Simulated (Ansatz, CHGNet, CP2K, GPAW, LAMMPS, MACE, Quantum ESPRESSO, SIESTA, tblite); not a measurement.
# tblite on amorphous carbon (100 atoms): settings against a plane-wave reference

Aim: run amorphous carbon (100 atoms) in tblite and see how near its forces come to a plane-wave reference, and at what cost.

Main program and level: tblite 0.8.0; the method is named at each step.

## (1) Set-up

The cell holds 100 atoms: 100 C. Cell: a = 10.470 Å, b = 10.470 Å, c = 10.470 Å, α = 90.0°, β = 90.0°, γ = 90.0°. 100 atoms (100 C) placed at random at 1.74 g/cm³, melted at 5500 K for 10 ps at fixed volume with the LCBOP (Los and Fasolino, Phys. Rev. B 68, 024107 (2003)). Quenched from 5500 K to 300 K at 100 K/ps and fixed volume, held 5 ps.

The yardstick, on the same geometry:

```
method                 : Kohn-Sham DFT, PBE, PAW, plane waves (Ansatz 0.2.0); cutoff 420 eV, Γ point, fermi-dirac smearing of 0.05 eV; PAW set soft_2
r.m.s. force component : 1.425 eV/Å
longest force          : 5.513 eV/Å
pressure               : -13.66 GPa
SCF cycles             : 10
time                   : 6.3 s on 8 threads of Arm Neoverse V2, shared host
CPU time               : 45 s
```

## (2) GFN2-xTB

Method: GFN2-xTB tight binding, diagonalisation.

The input, run.py:

```python
import numpy as np
from ase.io import read
from tblite.ase import TBLite

atoms = read("structure.xyz")
atoms.calc = TBLite(method="GFN2-xTB", electronic_temperature=580, accuracy=1.0, max_iterations=250, mixer_damping=0.1, verbosity=1)
energy = atoms.get_potential_energy()
forces = atoms.get_forces()
print(f"energy {energy:.6f} eV")
print("forces (eV/A)")
for i, (a, f) in enumerate(zip(atoms, forces)):
    print(f"{i:4d} {a.symbol:2s} {f[0]:10.5f} {f[1]:10.5f} {f[2]:10.5f}")
stress = -atoms.get_stress(voigt=False) * 160.21766
print("stress (GPa, compression positive)")
for row in stress:
    print(" ".join(f"{x:10.4f}" for x in row))
print("charges (e)")
print(np.array2string(atoms.get_charges(), precision=4, suppress_small=True, max_line_width=110, threshold=100000))
```

The input, structure.xyz:

```xyz
100
Lattice="10.46950 0.00000 0.00000 0.00000 10.46950 0.00000 0.00000 0.00000 10.46950" Properties=species:S:1:pos:R:3 pbc="T T T"
C 4.90674 0.92205 6.92830
C 3.08411 5.91370 3.88335
C 2.81630 8.30263 2.17284
C 2.72050 9.82060 6.39896
C 4.20507 10.06307 6.44408
C 8.05544 2.12929 8.25216
C 7.14931 2.34538 9.37094
C 2.00229 1.31434 7.42005
C 6.35572 3.27287 6.56396
C 4.19461 3.80441 4.59653
C 4.05138 9.07025 0.18918
C 4.91658 8.74297 6.25417
C 10.00664 4.35604 2.55665
C 9.50735 8.50050 2.44798
C 6.12026 5.90480 6.76612
C 5.49188 8.27959 5.03394
C 7.18710 6.83428 6.42566
C 4.98934 6.38524 7.48255
C 8.52291 7.35273 6.97635
C 6.60322 3.93056 0.78322
C 3.94041 4.14016 0.19400
C 10.18588 10.05930 9.58294
C 1.35936 4.64239 0.79966
C 10.41003 1.03166 9.28875
C 9.07915 8.31509 5.95662
C 5.20502 3.40479 0.67403
C 9.88603 4.69756 5.06881
C 5.40142 6.10812 0.08302
C 3.88188 10.46322 10.36271
C 9.74543 8.68644 9.98288
C 4.39300 5.35525 9.90132
C 4.44284 7.67959 7.04472
C 9.47134 4.92370 0.27817
C 3.64265 0.60105 9.05999
C 3.98815 8.68110 2.95826
C 4.91941 9.71057 2.65308
C 0.34968 8.29383 2.79054
C 2.59214 1.68758 2.98224
C 1.69156 7.73089 2.91869
C 8.62771 4.56051 9.69151
C 9.96382 3.87612 3.85487
C 2.08961 2.33637 0.33900
C 4.11577 1.06737 0.82343
C 1.03041 6.93793 5.07687
C 5.75718 7.20176 0.87389
C 10.36774 9.01455 6.07838
C 6.01546 4.58732 6.03985
C 7.71414 3.19561 7.26667
C 2.40997 1.20619 8.76245
C 3.63449 1.59220 3.95956
C 4.07284 6.01138 8.65105
C 1.50740 2.48577 3.59135
C 10.02517 7.41199 9.20478
C 4.92873 1.12233 8.44407
C 0.75496 6.72749 10.01429
C 0.40925 5.47754 0.13171
[... 40 atom lines left out ...]
C 8.23185 8.45381 3.24837
C 8.81804 5.13246 8.33781
C 4.57559 7.81799 3.99129
C 2.88142 8.18401 0.69256
```

Command:

```sh
> OMP_NUM_THREADS=1 python run.py > output.txt
```

What it wrote:

```text
------------------------------------------------------------
  cycle        total energy    energy error   density error
------------------------------------------------------------
      1     -211.4772565764  -2.1447117E+02   2.2548877E-01
      2     -211.5904107522  -1.1315418E-01   2.0193018E-01
      3     -210.7889193126   8.0149144E-01   1.7474541E-01
      4     -211.2664463743  -4.7752706E-01   8.6472530E-02
      5     -211.5408259566  -2.7437958E-01   3.7836374E-02
      6     -211.6881132280  -1.4728727E-01   2.3023154E-02
      7     -211.7851354472  -9.7022219E-02   8.7259612E-03
      8     -211.7933285867  -8.1931395E-03   5.3623189E-03
      9     -211.7952173007  -1.8887141E-03   4.0678643E-03
     10     -211.7954860600  -2.6875924E-04   3.1585257E-03
     11     -211.7950856439   4.0041603E-04   3.0268404E-03
     12     -211.7953277728  -2.4212882E-04   1.4193962E-03
     13     -211.7954614326  -1.3365983E-04   8.9013666E-04
     14     -211.7955523984  -9.0965843E-05   3.9434082E-04
     15     -211.7955644820  -1.2083604E-05   2.4287512E-04
     16     -211.7955649992  -5.1718320E-07   2.1475739E-04
     17     -211.7955665632  -1.5640209E-06   1.3807615E-04
     18     -211.7955664443   1.1894042E-07   8.5438279E-05
     19     -211.7955669840  -5.3972269E-07   2.7852623E-05
     20     -211.7955670113  -2.7260512E-08   1.9632099E-05
------------------------------------------------------------
 total:                                   6.722 sec
energy -5763.250932 eV
forces (eV/A)
   0 C     0.09721    1.76167   -0.75531
   1 C     2.10766    1.06482   -0.20720
   2 C     0.48701   -0.76875   -2.07523
   3 C     4.00182   -0.01193    0.62309
   4 C    -2.23134   -0.26618    0.27926
   5 C     4.70666   -0.69619   -1.80082
   6 C    -0.15184    2.84159   -0.03622
   7 C     0.06127   -1.13187    0.43773
   8 C     0.19265   -0.11389    0.33334
   9 C    -0.90345   -0.34051   -0.41262
  10 C     0.43052   -1.29389    1.46394
  11 C    -1.49880    2.09588    0.75963
  12 C     0.08289    1.57334   -2.63471
  13 C    -0.16154   -0.62013   -2.76224
  14 C    -0.02831   -0.88616    0.61699
  15 C     2.35497   -1.34302   -1.54651
  16 C     0.68708    3.83477   -2.19117
  17 C    -1.30880    0.39235    1.22535
  18 C    -0.37014   -1.83257   -1.31404
  19 C     2.31290    2.22817   -0.43212
  20 C     0.63541    0.23954    0.87600
  21 C    -0.54603    1.85187   -0.07873
  22 C     0.96617   -1.18299    1.58987
  23 C    -0.46311   -5.51352    1.10716
[...]
92 C     1.45847   -0.02745    0.01981
  93 C    -0.75651    1.07186   -1.19299
  94 C    -0.51787   -1.03878   -1.06477
  95 C     0.50729   -0.25276    1.09025
  96 C     0.96386    0.00631    3.68414
  97 C     0.59874    1.16998   -0.91182
  98 C     0.28283    4.13866   -0.59337
  99 C    -0.49635   -1.20054   -3.37312
stress (GPa, compression positive)
  -24.9505    -3.1106    -3.3246
   -3.1106   -18.8620    -1.1853
   -3.3246    -1.1853   -21.7710
charges (e)
[ 0.013  -0.0122 -0.0114  0.0006 -0.0245 -0.0008  0.0158 -0.0494 -0.0219 -0.0022 -0.0024  0.0078 -0.0025
  0.0493  0.0315  0.0167 -0.0244 -0.008   0.0038  0.0069  0.0035 -0.0461  0.017   0.016  -0.0002 -0.0039
  0.0305 -0.0413  0.0222  0.048   0.0238 -0.0026  0.0069 -0.0067  0.0338 -0.0653 -0.0489  0.0359  0.0239
  0.0066  0.0058  0.0006 -0.002   0.0296  0.0075  0.0053  0.0125  0.0112  0.0359 -0.053  -0.0135  0.0234
 -0.0255 -0.0033 -0.0011  0.0089  0.0305 -0.0056  0.0034  0.0007  0.003   0.0022 -0.0136 -0.0139  0.0025
 -0.0029  0.003  -0.0161 -0.0042  0.0332 -0.0136 -0.0298  0.0034  0.0022 -0.0143  0.0057 -0.0213 -0.0031
  0.0072  0.0114  0.0213  0.0164  0.0219  0.0028  0.0005 -0.0062  0.0052 -0.0082 -0.0135 -0.0055 -0.0382
 -0.0183 -0.069   0.0097  0.0002 -0.0032  0.0251  0.0007  0.0136 -0.0064]
```

The job ended after 7.2 s (1 thread of Arm Neoverse V2, shared host; peak memory 0.12 GiB).

Banners, paths, timers and routine set-up lines are dropped from the logs unmarked, and long logs keep their key lines alone; longer cuts are marked.

Compared with the plane-wave run:

| Property | Result |
| --- | --- |
| r.m.s. force component | 1.492 eV/Å |
| r.m.s. difference of force components | 271.8 meV/Å |
| longest difference of force vectors | 1093 meV/Å |
| force difference over r.m.s. force | 19.07 % |
| slope of forces against the reference's | 1.03 |
| correlation of force components | 0.9837 |
| pressure | -21.86 GPa |
| pressure difference | -8.205 GPa |

A closer look about C39, picked at random: 9 atoms, nearest first, numbered in the order of the input, with positions taken from that point.

| atom | x | y | z | distance (Å) | bonds | Mulliken charge (e) | Fx | Fy | Fz (eV/Å) |
| --- | --- | --- | --- | --- | --- | --- | --- | --- | --- |
| C39 | 0.00 | 0.00 | 0.00 | 0.00 | 3 | 0.02 | -2.62 | 1.68 | -0.22 |
| C79 | 0.27 | -0.90 | 1.05 | 1.41 | 3 | 0.01 | 0.34 | -0.39 | -0.37 |
| C37 | -1.34 | 0.56 | -0.13 | 1.46 | 2 | -0.05 | 1.06 | -1.04 | -0.20 |
| C3 | 1.12 | 0.57 | -0.75 | 1.47 | 3 | -0.01 | 0.49 | -0.77 | -2.08 |
| C44 | -0.66 | -0.79 | 2.16 | 2.39 | 3 | 0.03 | -3.43 | -3.37 | 1.16 |
| C2 | 1.39 | -1.82 | 0.96 | 2.48 | 3 | -0.01 | 2.11 | 1.06 | -0.21 |
| C35 | 2.30 | 0.95 | 0.04 | 2.49 | 3 | 0.03 | -1.48 | -0.09 | 0.52 |
| C100 | 1.19 | 0.45 | -2.23 | 2.56 | 3 | -0.01 | -0.50 | -1.20 | -3.37 |
| C14 | -2.65 | 0.77 | -0.47 | 2.80 | 3 | 0.05 | -0.16 | -0.62 | -2.76 |

Atoms are counted from 1 here, from 0 in the log.

Forces lie 19 % from the reference's, at 0.16 times its CPU time (on 1 against 8 cores).

## (3) GFN1-xTB

Method: GFN1-xTB tight binding, diagonalisation.

Changes to run.py since step 2:

```diff
@@ -5,3 +5,3 @@
 atoms = read("structure.xyz")
-atoms.calc = TBLite(method="GFN2-xTB", electronic_temperature=580, accuracy=1.0, max_iterations=250, mixer_damping=0.1, verbosity=1)
+atoms.calc = TBLite(method="GFN1-xTB", electronic_temperature=580, accuracy=1.0, max_iterations=250, mixer_damping=0.1, verbosity=1)
 energy = atoms.get_potential_energy()
```

structure.xyz is that of step 2.

What it wrote:

```text
------------------------------------------------------------
  cycle        total energy    energy error   density error
------------------------------------------------------------
      1     -208.6534926168  -2.1103992E+02   8.8252647E-01
      2     -208.8008009946  -1.4730838E-01   7.9318698E-01
      3     -205.4745307515   3.3262702E+00   4.2638696E-01
      4     -208.4707267826  -2.9961960E+00   1.1771374E-01
      5     -208.7770349239  -3.0630814E-01   5.6423952E-02
      6     -208.7955788721  -1.8543948E-02   4.1187606E-02
[...]
16     -208.8969255914  -8.7727798E-07   1.0599062E-04
     17     -208.8969257233  -1.3189850E-07   2.8817291E-05
     18     -208.8969257387  -1.5358609E-08   1.2424979E-05
------------------------------------------------------------
 total:                                   1.692 sec
energy -5684.374886 eV
forces (eV/A)
   0 C     0.21372    1.80754   -0.77767
   1 C     2.15865    1.08915   -0.20091
   2 C     0.51247   -0.67442   -2.10548
   3 C     3.98295   -0.06922    0.53881
   4 C    -2.31782   -0.23775    0.16491
   5 C     4.65662   -0.77207   -1.87646
[...]
97 C     0.63198    1.17524   -0.96375
  98 C     0.25939    4.15336   -0.57245
  99 C    -0.60243   -1.21292   -3.34451
stress (GPa, compression positive)
  -22.4195    -3.0848    -3.1909
   -3.0848   -16.5387    -1.3044
   -3.1909    -1.3044   -19.5275
charges (e)
[ 0.0126 -0.0163 -0.0294  0.004  -0.0422 -0.0029  0.0193 -0.0284 -0.0336 -0.0018 -0.0001  0.0095 -0.0082
  0.0461  0.0518  0.026  -0.0422 -0.0125  0.0053  0.0058  0.0144 -0.0277  0.0249  0.0214 -0.0155 -0.0076
  0.035  -0.0204  0.0331  0.044   0.022   0.0071  0.0038 -0.0127  0.0476 -0.0575 -0.0491  0.0342  0.028
  0.0096  0.0127  0.0187 -0.0116  0.0282  0.0047  0.0012  0.0152  0.012   0.0498 -0.0653 -0.0136  0.0366
 -0.0377 -0.0024  0.0068  0.0066  0.0252 -0.0056  0.0098 -0.0139  0.0072  0.0058 -0.0295 -0.0306  0.0043
 -0.007   0.019  -0.0222 -0.0031  0.0389 -0.0133 -0.0615 -0.0039  0.0001 -0.0147  0.0057 -0.0277 -0.0081
  0.004   0.0157  0.0317  0.0166  0.022  -0.0027  0.0034 -0.0218 -0.01   -0.0096 -0.0227 -0.0029 -0.0242
 -0.026  -0.0488  0.0105 -0.0038 -0.0049  0.0251 -0.0089  0.0151  0.0079]
```

The job ended after 2.1 s (1 thread; peak memory 0.11 GiB).

Compared with the plane-wave run:

* r.m.s. force component: 1.517 eV/Å
* r.m.s. difference of force components: 275.9 meV/Å
* longest difference of force vectors: 974 meV/Å
* force difference over r.m.s. force: 19.36 %
* slope of forces against the reference's: 1.048
* correlation of force components: 0.9843
* pressure: -19.5 GPa
* pressure difference: -5.839 GPa

Against the first run (19 %), the force difference from the reference is 19 %, at 0.30 times the CPU time.

## (4) The ladder

Differences are against the plane-wave reference, forces as r.m.s. over components; share is that over the reference's r.m.s. force, slope the least-squares factor from reference forces to these. Total energies of different programs have different zeros and aren't compared.

| run | Δ force, r.m.s. (meV/Å) | share (%) | slope | Δ pressure (GPa) | cores | CPU time | memory (GiB) |
| --- | --- | --- | --- | --- | --- | --- | --- |
| reference | - | - | - | - | 8 | 45 s | 1.3 |
| tblite GFN2-xTB | 272 | 19.1 | 1.030 | -8.21 | 1 | 7.2 s | 0.12 |
| tblite GFN1-xTB | 276 | 19.4 | 1.048 | -5.84 | 1 | 2.1 s | 0.11 |

CPU time is summed over cores on a shared host, where runs went side by side, so it is rough. Symmetry, cutoffs, thresholds, outputs and thread counts weren't matched or tuned between programs; memory under MPI is the largest rank's times the ranks.

## (5) Outcome

| Quantity | Value |
| --- | --- |
| nearest in forces | a tie at 19 % of 2 runs: tblite GFN2-xTB; tblite GFN1-xTB |

In words: Tight binding differs by 19 % in each run; it is another model, with fitted parameters of its own, and the xTB methods hold dispersion. Of the electronic-structure runs that take under half the reference's CPU time, tblite GFN2-xTB is among the nearest, at 19 % in 7.2 s against 45 s; its pressure misses by -8.2 GPa. Periodic xTB results under one method name differ between programs and library versions. The quench rate of 100 K/ps is many orders above laboratory rates, so the cell is likely richer in defects and strain than a real sample. The network of bonds at the start is that of the classical potential that made the cell, and needn't be the one that DFT or experiment would give. The reference's stress is far from hydrostatic: its diagonal is -16.3, -11.0, -13.7 GPa, compression counted positive. The electronic-structure runs sample only Γ, in a cell whose shortest periodic width is 10 Å, which is coarse for a cell with partly filled levels.

[Also dropped from logs without a mark: logging warnings of Python, and SIESTA's first energy breakdown and zero terms.]

[Logs are printed without paths, hosts, clocks, repeated set-up lines and the standing remarks that a program may print on its own settings, such as how far it seeks lower states.]

[Hosts, paths, dates, database ids (printed as entryN), source tags and the programs' standing remarks are cut or masked in the printed files.]
